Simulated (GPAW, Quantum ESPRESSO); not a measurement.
# Core-hole calculation of the B K edge in BAs (F-43m), part 2 of 2

Do two independent programs agree on the B K edge of BAs (F-43m)? The same cell and functional are run with XSpectra and with GPAW.

Quantum ESPRESSO 7.5 and GPAW 26.7.0; core-hole supercells, plane-wave PAW PBE.

So far. Step 11 (Excitation energy, B atom 2 (Quantum ESPRESSO)): The total-energy difference is 194.97 eV. With the free-atom term of -5.59 eV for this edge, the photon energy is 189.38 eV. Step 12 (Ground state of the crystal (GPAW)): The mesh shows a gap of 1.23 eV, so the hole is first treated in a charged cell, without the excited electron.

### Step 13. Spectrum without a core hole, B atom 2 (GPAW)

This cheap baseline ignores the attraction of the hole: it shows the absorber's empty states as they are in the ground state. The data set with a hole of occupation 0 only carries the core orbital.

Contents of xas.py:

```python
import numpy as np
from ase import Atoms
from ase.parallel import parprint, paropen
from gpaw import GPAW, PW, FermiDirac, Mixer, MixerDif, setup_paths
from gpaw.test import gen
setup_paths.insert(0, '.')
gen('B', name='nch1s', xcname='PBE', corehole=(1, 0, 0), write_xml=True)
from gpaw.mpi import world
world.barrier()

atoms = Atoms('AsB',
    cell=[[0, 2.3885, 2.3885],
     [2.3885, 0, 2.3885],
     [2.3885, 2.3885, 0]],
    scaled_positions=[[0.75, 0.75, 0.75],
     [0, 0, 0]],
    pbc=True)
atoms.calc = calc = GPAW(legacy_gpaw=True, mode=PW(500, force_complex_dtype=True), xc='PBE', setups={1: 'nch1s'},
    kpts={'size': (9, 9, 9), 'gamma': True}, occupations=FermiDirac(0.02),
    charge=0, mixer=Mixer(0.1, 5, 50), maxiter=150,
    convergence={'density': 0.0001, 'eigenstates': 1e-6}, txt='scf.txt')
energy = atoms.get_potential_energy() + calc.get_reference_energy()
ef = calc.get_fermi_level()
out = dict(energy=energy, fermi=ef, forces=atoms.get_forces().tolist())
parprint(f'all-electron energy {energy:.4f} eV, Fermi level {ef:.4f} eV')
ev = np.array([[calc.get_eigenvalues(k, s) for k in range(len(calc.get_ibz_k_points()))] for s in range(calc.get_number_of_spins())])
out['homo'], out['lumo'], out['counts'] = ev[ev < ef].max(), ev[ev > ef].min(), sorted(set((ev < ef).sum((0, 2)).tolist()))
out['filled'] = (ev[:, 0] < ef).sum(1).tolist()

from ase.units import Ha
from gpaw.xas import dipole_matrix_elements
nb = int(calc.get_number_of_electrons() / 2) + 20
top = nb
nscf = calc.fixed_density(kpts={'size': (8, 8, 8), 'gamma': True},
    convergence={'eigenstates': 1.0}, txt='nscf.txt')
nscf.diagonalize_full_hamiltonian(nbands=nb)
cell = atoms.cell.array
ops = [cell.T @ U.T @ np.linalg.inv(cell.T) for U in nscf.wfs.kd.symmetry.op_scc]
filled = [4]  # bands filled in the ground state, by spin
E = np.arange(-25, 34, 0.1)
fwhm = np.interp(E, [4, 25], [0.9, 3.5])
Y, X, zero, highest = 0, 0, 1e9, 1e9
for spin in range(nscf.get_number_of_spins()):
    wfs = nscf.wfs
    A = dipole_matrix_elements(wfs.setups[1])
    eps = np.zeros((wfs.kd.nibzkpts, nb))
    d = np.zeros((3, A.shape[1], wfs.kd.nibzkpts, nb), complex)
    for kpt in wfs.kpt_u:
        if kpt.s == spin and 1 in kpt.P_ani:
            eps[kpt.k] = kpt.eps_n * Ha
            d[:, :, kpt.k] = (kpt.weight * wfs.nspins / 2) ** 0.5 * np.inner(A, kpt.P_ani[1])
    world.sum(eps)
    world.sum(d)
    T = np.einsum('amkn,bmkn->abkn', d, d.conj()).real
    T = sum(np.einsum('ai,ijkn,bj->abkn', R, T, R) for R in ops) / len(ops)
    empty = np.ones_like(eps, bool) & (np.arange(nb) >= filled[spin])
    zero, highest = min(zero, eps[empty].min()), min(highest, eps[:, top - 1].min())
    lines = [(eps, T, empty)] if spin == 0 else lines + [(eps, T, empty)]
for eps, T, empty in lines:
    f = np.einsum('aakn->akn', T).reshape(3, -1)
    x = eps.ravel() - zero
    w = np.interp(x, E, fwhm) / 2.35482
    g = np.exp(-0.5 * ((E[:, None] - x) / w) ** 2) / (w * (2 * np.pi) ** 0.5)
    Y = Y + (f * empty.ravel()) @ g.T
    X = X + (f * ~empty.ravel()) @ g.T
out.update(E=E.round(2).tolist(), xas=Y.tolist(), xes=X.tolist(), zero=zero, valid=highest - zero, nk=len(eps), nb=nb)
for i in range(0, len(E), 10):
    parprint(f'{E[i]:7.2f}', *(f'{v:10.3e}' for v in Y[:, i]))
import json
with paropen('out.json', 'w') as f:
    json.dump(out, f)
```

Launch:

```
$ OMP_NUM_THREADS=1 mpirun -n 4 gpaw python xas.py
```

It took 8.5 s on 4 MPI ranks of Arm Neoverse V2, shared host; peak memory 0.22 GiB.

The B K spectrum, B atom 2, no core hole (energy from the lowest empty level; intensity scaled to a mean of 1 over the first 20 eV):

| E (eV) | intensity |
| --- | --- |
| -2.00 | 0.00 |
| -1.25 | 0.00 |
| -0.50 | 0.01 |
| 0.25 | 0.12 |
| 1.00 | 0.32 |
| 1.75 | 0.98 |
| 2.50 | 1.43 |
| 3.25 | 0.95 |
| 4.00 | 1.39 |
| 4.75 | 1.54 |
| 5.50 | 1.44 |
| 6.25 | 1.62 |
| 7.00 | 1.23 |
| 7.75 | 1.21 |
| 8.50 | 1.38 |
| 9.25 | 1.40 |
| 10.00 | 1.50 |
| 10.75 | 1.58 |
| 11.50 | 1.16 |
| 12.25 | 0.74 |
| 13.00 | 0.71 |
| 13.75 | 0.85 |
| 14.50 | 0.97 |
| 15.25 | 0.95 |
| 16.00 | 0.76 |
| 16.75 | 0.52 |
| 17.50 | 0.43 |
| 18.25 | 0.44 |
| 19.00 | 0.49 |
| 19.75 | 0.55 |
| 20.50 | 0.61 |
| 21.25 | 0.69 |
| 22.00 | 0.76 |
| 22.75 | 0.81 |
| 23.50 | 0.81 |
| 24.25 | 0.78 |
| 25.00 | 0.75 |
| 25.75 | 0.74 |
| 26.50 | 0.74 |
| 27.25 | 0.74 |
| 28.00 | 0.74 |
| 28.75 | 0.73 |
| 29.50 | 0.73 |
| 30.25 | 0.71 |
| 31.00 | 0.68 |

Main maxima below 24 eV (height): 2.5 eV (1.43), 4.6 eV (1.56), 6.1 eV (1.64), 10.6 eV (1.60), 14.8 eV (0.98) and 23.2 eV (0.81). 

The same matrix elements for filled bands give the B K emission of B atom 2 (ground-state approximation; energy from the lowest empty level, largest value 1):

| E (eV) | emission |
| --- | --- |
| -24.00 | 0.00 |
| -23.25 | 0.00 |
| -22.50 | 0.00 |
| -21.75 | 0.00 |
| -21.00 | 0.00 |
| -20.25 | 0.00 |
| -19.50 | 0.00 |
| -18.75 | 0.00 |
| -18.00 | 0.00 |
| -17.25 | 0.00 |
| -16.50 | 0.00 |
| -15.75 | 0.01 |
| -15.00 | 0.03 |
| -14.25 | 0.06 |
| -13.50 | 0.11 |
| -12.75 | 0.14 |
| -12.00 | 0.04 |
| -11.25 | 0.00 |
| -10.50 | 0.01 |
| -9.75 | 0.08 |
| -9.00 | 0.16 |
| -8.25 | 0.13 |
| -7.50 | 0.17 |
| -6.75 | 0.42 |
| -6.00 | 0.62 |
| -5.25 | 0.84 |
| -4.50 | 0.99 |
| -3.75 | 0.94 |
| -3.00 | 0.83 |
| -2.25 | 0.40 |
| -1.50 | 0.17 |
| -0.75 | 0.02 |
| 0.00 | 0.00 |
| 0.75 | 0.00 |
| 1.50 | 0.00 |
| 2.25 | 0.00 |
| 3.00 | 0.00 |

Emission maxima: -12.8 eV (0.14) and -4.2 eV (1.00).

### Step 14. Supercell without a hole, the energy reference (GPAW)

Total energies of two programs can't be mixed, so the cell and mesh of GPAW's hole run get a reference energy of their own.

Contents of scf.py:

```python
import numpy as np
from ase import Atoms
from ase.parallel import parprint, paropen
from gpaw import GPAW, PW, FermiDirac, Mixer, MixerDif, setup_paths
from gpaw.test import gen
setup_paths.insert(0, '.')
gen('B', name='nch1s', xcname='PBE', corehole=(1, 0, 0), write_xml=True)
from gpaw.mpi import world
world.barrier()

atoms = Atoms('As6B6',
    cell=[[-2.3885, -2.3885, -4.777],
     [-2.3885, -2.3885, 4.777],
     [-2.3885, 4.777, 2.3885]],
    scaled_positions=[[0.875, 0.625, 0],
     [0.54166667, 0.625, 0.33333333],
     [0.375, 0.125, 0],
     [0.20833333, 0.625, 0.66666667],
     [0.04166667, 0.125, 0.33333333],
     [0.70833333, 0.125, 0.66666667],
     [0, 0, 0],
     [0.66666667, 0, 0.33333333],
     [0.5, 0.5, 0],
     [0.33333333, 0, 0.66666667],
     [0.16666667, 0.5, 0.33333333],
     [0.83333333, 0.5, 0.66666667]],
    pbc=True)
atoms.calc = calc = GPAW(legacy_gpaw=True, mode=PW(500, force_complex_dtype=True), xc='PBE', setups={6: 'nch1s'},
    kpts={'size': (4, 3, 4), 'gamma': True}, occupations=FermiDirac(0.02),
    charge=0, mixer=Mixer(0.1, 5, 50), maxiter=150,
    convergence={'density': 0.0001, 'eigenstates': 1e-6}, txt='scf.txt')
energy = atoms.get_potential_energy() + calc.get_reference_energy()
ef = calc.get_fermi_level()
out = dict(energy=energy, fermi=ef, forces=atoms.get_forces().tolist())
parprint(f'all-electron energy {energy:.4f} eV, Fermi level {ef:.4f} eV')
ev = np.array([[calc.get_eigenvalues(k, s) for k in range(len(calc.get_ibz_k_points()))] for s in range(calc.get_number_of_spins())])
out['homo'], out['lumo'], out['counts'] = ev[ev < ef].max(), ev[ev > ef].min(), sorted(set((ev < ef).sum((0, 2)).tolist()))
out['filled'] = (ev[:, 0] < ef).sum(1).tolist()
import json
with paropen('out.json', 'w') as f:
    json.dump(out, f)
```

Launch:

```
$ OMP_NUM_THREADS=1 mpirun -n 4 gpaw python scf.py
```

Wall time 17 s (4 MPI ranks); peak memory 0.25 GiB.

Reference energy: -373103.139 eV with the cores included.

### Step 15. Spectrum with FCH, B atom 2 (GPAW)

The holes are 5.9 Å apart. The excited electron is left out and a uniform background balances the charge. After the field has converged, empty bands are computed with the density fixed and the dipole matrix elements are summed.

Changes to xas.py since step 13:

```diff
@@ -6,3 +6,3 @@
 setup_paths.insert(0, '.')
-gen('B', name='nch1s', xcname='PBE', corehole=(1, 0, 0), write_xml=True)
+gen('B', name='fch1s', xcname='PBE', corehole=(1, 0, 1), write_xml=True)
 from gpaw.mpi import world
@@ -10,11 +10,21 @@
 
-atoms = Atoms('AsB',
-    cell=[[0, 2.3885, 2.3885],
-     [2.3885, 0, 2.3885],
-     [2.3885, 2.3885, 0]],
-    scaled_positions=[[0.75, 0.75, 0.75],
-     [0, 0, 0]],
+atoms = Atoms('As6B6',
+    cell=[[-2.3885, -2.3885, -4.777],
+     [-2.3885, -2.3885, 4.777],
+     [-2.3885, 4.777, 2.3885]],
+    scaled_positions=[[0.875, 0.625, 0],
+     [0.54166667, 0.625, 0.33333333],
+     [0.375, 0.125, 0],
+     [0.20833333, 0.625, 0.66666667],
+     [0.04166667, 0.125, 0.33333333],
+     [0.70833333, 0.125, 0.66666667],
+     [0, 0, 0],
+     [0.66666667, 0, 0.33333333],
+     [0.5, 0.5, 0],
+     [0.33333333, 0, 0.66666667],
+     [0.16666667, 0.5, 0.33333333],
+     [0.83333333, 0.5, 0.66666667]],
     pbc=True)
-atoms.calc = calc = GPAW(legacy_gpaw=True, mode=PW(500, force_complex_dtype=True), xc='PBE', setups={1: 'nch1s'},
-    kpts={'size': (9, 9, 9), 'gamma': True}, occupations=FermiDirac(0.02),
+atoms.calc = calc = GPAW(legacy_gpaw=True, mode=PW(500, force_complex_dtype=True), xc='PBE', setups={6: 'fch1s'},
+    kpts={'size': (4, 3, 4), 'gamma': True}, occupations=FermiDirac(0.02),
     charge=0, mixer=Mixer(0.1, 5, 50), maxiter=150,
@@ -31,11 +41,10 @@
 from gpaw.xas import dipole_matrix_elements
-nb = int(calc.get_number_of_electrons() / 2) + 20
-top = nb
-nscf = calc.fixed_density(kpts={'size': (8, 8, 8), 'gamma': True},
-    convergence={'eigenstates': 1.0}, txt='nscf.txt')
-nscf.diagonalize_full_hamiltonian(nbands=nb)
+nb = int(calc.get_number_of_electrons() / 2) + 100
+top, nb = nb, nb + 8 + nb // 12
+nscf = calc.fixed_density(kpts={'size': (5, 4, 5), 'gamma': True}, nbands=nb,
+    convergence={'bands': top, 'eigenstates': 1e-5}, maxiter=60, txt='nscf.txt')
 cell = atoms.cell.array
 ops = [cell.T @ U.T @ np.linalg.inv(cell.T) for U in nscf.wfs.kd.symmetry.op_scc]
-filled = [4]  # bands filled in the ground state, by spin
-E = np.arange(-25, 34, 0.1)
+filled = [24]  # bands filled in the ground state, by spin
+E = np.arange(-6, 34, 0.1)
 fwhm = np.interp(E, [4, 25], [0.9, 3.5])
@@ -44,3 +53,3 @@
     wfs = nscf.wfs
-    A = dipole_matrix_elements(wfs.setups[1])
+    A = dipole_matrix_elements(wfs.setups[6])
     eps = np.zeros((wfs.kd.nibzkpts, nb))
@@ -48,5 +57,5 @@
     for kpt in wfs.kpt_u:
-        if kpt.s == spin and 1 in kpt.P_ani:
+        if kpt.s == spin and 6 in kpt.P_ani:
             eps[kpt.k] = kpt.eps_n * Ha
-            d[:, :, kpt.k] = (kpt.weight * wfs.nspins / 2) ** 0.5 * np.inner(A, kpt.P_ani[1])
+            d[:, :, kpt.k] = (kpt.weight * wfs.nspins / 2) ** 0.5 * np.inner(A, kpt.P_ani[6])
     world.sum(eps)
```

Launch:

```
$ OMP_NUM_THREADS=1 mpirun -n 4 gpaw python xas.py
```

Run time: 1.7 min. Hardware: 4 MPI ranks; peak memory 0.41 GiB; 6.8 min of CPU time.

The B K spectrum, B atom 2, full core hole (charged cell) (energy from the lowest empty level; intensity scaled to a mean of 1 over the first 20 eV):

| E (eV) | intensity |
| --- | --- |
| -2.00 | 0.00 |
| -1.25 | 0.00 |
| -0.50 | 0.03 |
| 0.25 | 0.56 |
| 1.00 | 1.84 |
| 1.75 | 2.37 |
| 2.50 | 1.95 |
| 3.25 | 2.05 |
| 4.00 | 1.92 |
| 4.75 | 1.54 |
| 5.50 | 1.28 |
| 6.25 | 1.16 |
| 7.00 | 1.12 |
| 7.75 | 1.04 |
| 8.50 | 0.90 |
| 9.25 | 1.00 |
| 10.00 | 1.09 |
| 10.75 | 0.88 |
| 11.50 | 0.54 |
| 12.25 | 0.43 |
| 13.00 | 0.55 |
| 13.75 | 0.69 |
| 14.50 | 0.72 |
| 15.25 | 0.63 |
| 16.00 | 0.45 |
| 16.75 | 0.33 |
| 17.50 | 0.31 |
| 18.25 | 0.37 |
| 19.00 | 0.45 |
| 19.75 | 0.54 |
| 20.50 | 0.64 |
| 21.25 | 0.70 |
| 22.00 | 0.72 |
| 22.75 | 0.71 |
| 23.50 | 0.68 |
| 24.25 | 0.64 |
| 25.00 | 0.62 |
| 25.75 | 0.61 |
| 26.50 | 0.60 |
| 27.25 | 0.59 |
| 28.00 | 0.58 |

Main maxima below 24 eV (height): 1.7 eV (2.37), 3.5 eV (2.11), 9.9 eV (1.09), 14.4 eV (0.73) and 22.1 eV (0.72). 

The hole costs E(hole) − E(ground) = 185.64 eV, and the lowest empty level of the hole cell on the spectrum's mesh lies at 9.03 eV, which puts the zero at 194.67 eV. With the free-atom term of -5.59 eV for this edge, the photon energy is 189.08 eV.

### Step 16. Excitation energy, B atom 2 (GPAW)

Changed against the first core-hole run: core hole to XCH, with the smearing that suits a partly filled band.

Changes to scf.py since step 14:

```diff
@@ -6,3 +6,3 @@
 setup_paths.insert(0, '.')
-gen('B', name='nch1s', xcname='PBE', corehole=(1, 0, 0), write_xml=True)
+gen('B', name='fch1s', xcname='PBE', corehole=(1, 0, 1), write_xml=True)
 from gpaw.mpi import world
@@ -27,5 +27,5 @@
     pbc=True)
-atoms.calc = calc = GPAW(legacy_gpaw=True, mode=PW(500, force_complex_dtype=True), xc='PBE', setups={6: 'nch1s'},
-    kpts={'size': (4, 3, 4), 'gamma': True}, occupations=FermiDirac(0.02),
-    charge=0, mixer=Mixer(0.1, 5, 50), maxiter=150,
+atoms.calc = calc = GPAW(legacy_gpaw=True, mode=PW(500, force_complex_dtype=True), xc='PBE', setups={6: 'fch1s'},
+    kpts={'size': (4, 3, 4), 'gamma': True}, occupations=FermiDirac(0.04),
+    charge=-1, mixer=Mixer(0.1, 5, 50), maxiter=150,
     convergence={'density': 0.0001, 'eigenstates': 1e-6}, txt='scf.txt')
```

Launch:

```
$ OMP_NUM_THREADS=1 mpirun -n 4 gpaw python scf.py
```

Wall time 17 s (4 MPI ranks); peak memory 0.25 GiB; 68 s of CPU time.

The total-energy difference is 194.97 eV. With the free-atom term of -5.59 eV for this edge, the photon energy is 189.38 eV.

### Step 17. The two programs side by side

The line shapes differ (Lorentzian half width 0.4 eV up to 4 eV, rising linearly to 1.75 eV at 25 eV (not a setting of the program: the run's 0.4 eV curve was folded afterwards with a further Lorentzian above 4 eV), against Gaussian full width 0.9 eV up to 4 eV, rising linearly to 3.5 eV at 25 eV), so both get a further Gaussian of 1.5 eV full width before they are compared; the Lorentzian tails remain.

| E (eV) | XSpectra | GPAW |
| --- | --- | --- |
| -2.00 | 0.11 | 0.00 |
| -1.25 | 0.19 | 0.03 |
| -0.50 | 0.42 | 0.20 |
| 0.25 | 0.92 | 0.77 |
| 1.00 | 1.54 | 1.61 |
| 1.75 | 1.87 | 2.09 |
| 2.50 | 1.89 | 2.07 |
| 3.25 | 1.87 | 1.98 |
| 4.00 | 1.77 | 1.85 |
| 4.75 | 1.55 | 1.57 |
| 5.50 | 1.35 | 1.33 |
| 6.25 | 1.22 | 1.19 |
| 7.00 | 1.13 | 1.11 |
| 7.75 | 1.05 | 1.03 |
| 8.50 | 0.98 | 0.97 |
| 9.25 | 0.97 | 1.00 |
| 10.00 | 0.94 | 1.00 |
| 10.75 | 0.83 | 0.84 |
| 11.50 | 0.68 | 0.61 |
| 12.25 | 0.61 | 0.51 |
| 13.00 | 0.62 | 0.56 |
| 13.75 | 0.66 | 0.65 |
| 14.50 | 0.66 | 0.68 |
| 15.25 | 0.60 | 0.60 |
| 16.00 | 0.51 | 0.47 |
| 16.75 | 0.45 | 0.36 |
| 17.50 | 0.44 | 0.34 |
| 18.25 | 0.46 | 0.38 |
| 19.00 | 0.50 | 0.45 |
| 19.75 | 0.55 | 0.54 |
| 20.50 | 0.61 | 0.63 |
| 21.25 | 0.64 | 0.69 |
| 22.00 | 0.66 | 0.71 |
| 22.75 | 0.66 | 0.70 |
| 23.50 | 0.64 | 0.68 |
| 24.25 | 0.62 | 0.64 |
| 25.00 | 0.61 | 0.62 |
| 25.75 | 0.59 | 0.61 |
| 26.50 | 0.59 | 0.60 |
| 27.25 | 0.58 | 0.59 |
| 28.00 | 0.57 | 0.58 |

|  | XSpectra | GPAW |
| --- | --- | --- |
| k mesh of the spectrum | 5×4×5 | 5×4×5 |
| cutoff (eV) | 762 | 500 |
| highest intensity below 16 eV after the common broadening, eV (height) | 2.1 (1.90) | 2.0 (2.12) |
| zero, corrected photon energy (eV) | 189.2 | 189.1 |
| core time, hole field and spectrum | 11 min | 6.8 min |

### Step 18. With and without the hole

XSpectra's curves. Both curves are counted from their own zero, so only the shift of weight within the empty states shows.

| E (eV) | no hole | FCH |
| --- | --- | --- |
| -2.0 | 0.04 | 0.09 |
| -1.0 | 0.07 | 0.17 |
| 0.0 | 0.15 | 0.56 |
| 1.0 | 0.39 | 1.72 |
| 2.0 | 1.00 | 2.01 |
| 3.0 | 1.06 | 1.85 |
| 4.0 | 1.22 | 1.74 |
| 5.0 | 1.34 | 1.39 |
| 6.0 | 1.53 | 1.28 |
| 7.0 | 1.28 | 1.21 |
| 8.0 | 1.43 | 0.98 |
| 9.0 | 1.49 | 1.00 |
| 10.0 | 1.32 | 1.18 |
| 11.0 | 1.81 | 0.79 |
| 12.0 | 0.80 | 0.45 |
| 13.0 | 0.77 | 0.65 |
| 14.0 | 0.90 | 0.70 |
| 15.0 | 1.11 | 0.87 |
| 16.0 | 0.86 | 0.41 |
| 17.0 | 0.44 | 0.29 |
| 18.0 | 0.40 | 0.41 |
| 19.0 | 0.59 | 0.43 |
| 20.0 | 0.49 | 0.61 |
| 21.0 | 0.68 | 0.76 |
| 22.0 | 0.77 | 0.79 |
| 23.0 | 1.02 | 0.83 |
| 24.0 | 0.89 | 0.68 |
| 25.0 | 0.92 | 0.69 |
| 26.0 | 0.77 | 0.63 |
| 27.0 | 0.92 | 0.71 |
| 28.0 | 0.79 | 0.61 |
| 29.0 | 0.75 | 0.50 |
| 30.0 | 0.89 | 0.71 |
| 31.0 | 0.79 | 0.63 |
| 32.0 | 0.70 | 0.40 |

With each curve scaled to its own mean, the area from −2 to 6 eV with the hole is 10.2 against 6.0, and the centre of weight from −1 to 20 eV moves by -2.0 eV: the hole pulls the absorber's empty states down.

### Step 19. What came out

| Property | Result |
| --- | --- |
| absorber and edge | B K, atom 2 of the ground-state input (counted from 1) |
| surroundings | 4 As at 2.07 Å (tetrahedral, site symmetry -43m) |
| highest intensity below 16 eV (XSpectra, narrow line) | 1.9 eV above the zero, height 2.03 |
| photon energy of the zero, with the added terms | 189.2 eV (raw 194.8 eV; uncertain by a few eV) |

**Reading.** The two programs agree closely: 9 % r.m.s. remains over the first 14 eV after a relative shift of 0.0 eV, and their photon-energy zeros differ by 0.1 eV. In XSpectra the B K edge of atom 2, with 4 As at 2.07 Å (tetrahedral, site symmetry -43m), has its highest intensity of the first 16 eV at 1.9 eV above the zero, near 191 eV in photon energy (uncertain by a few eV), 2.0 times the mean level of the first 20 eV (Lorentzian half width 0.4 eV). In XSpectra: With each curve scaled to its own mean, the area from −2 to 6 eV with the hole is 10.2 against 6.0, and the centre of weight from −1 to 20 eV moves by -2.0 eV: the hole pulls the absorber's empty states down. In GPAW: With each curve scaled to its own mean, the area from −2 to 6 eV with the hole is 10.3 against 6.4, and the centre of weight from −1 to 20 eV moves by -1.9 eV: the hole pulls the absorber's empty states down. In XSpectra the neutral-cell energy lies +0.2 eV from the charged-cell zero, a gap made of the charged-cell error and of where the added electron settles. In GPAW the neutral-cell energy lies +0.3 eV from the charged-cell zero, a gap made of the charged-cell error and of where the added electron settles. The gap reads 1.17 to 1.41 eV on different meshes, so it is partly a figure of the sampling, and the zero with it. The holes are only 5.9 Å apart, so the shape is probably not converged with cell size; no larger cell was run here. The structure is a published determination, not relaxed.

[Logs are printed without paths, hosts, clocks, repeated set-up lines and the standing remarks that a program may print on its own settings, such as how far it seeks lower states.]

[Hosts, paths, dates, database ids (printed as entryN), source tags and the programs' standing remarks are cut or masked in the printed files.]

[Lists of maxima count a maximum above −3 eV only where it reaches 4 % of the highest in the window and stands out from its surroundings by 2 % of it (1.5 % where it reaches 55 %); shoulders and weaker maxima are passed over, and of the rest the first, up to two pre-edge ones and the few strongest are named.]
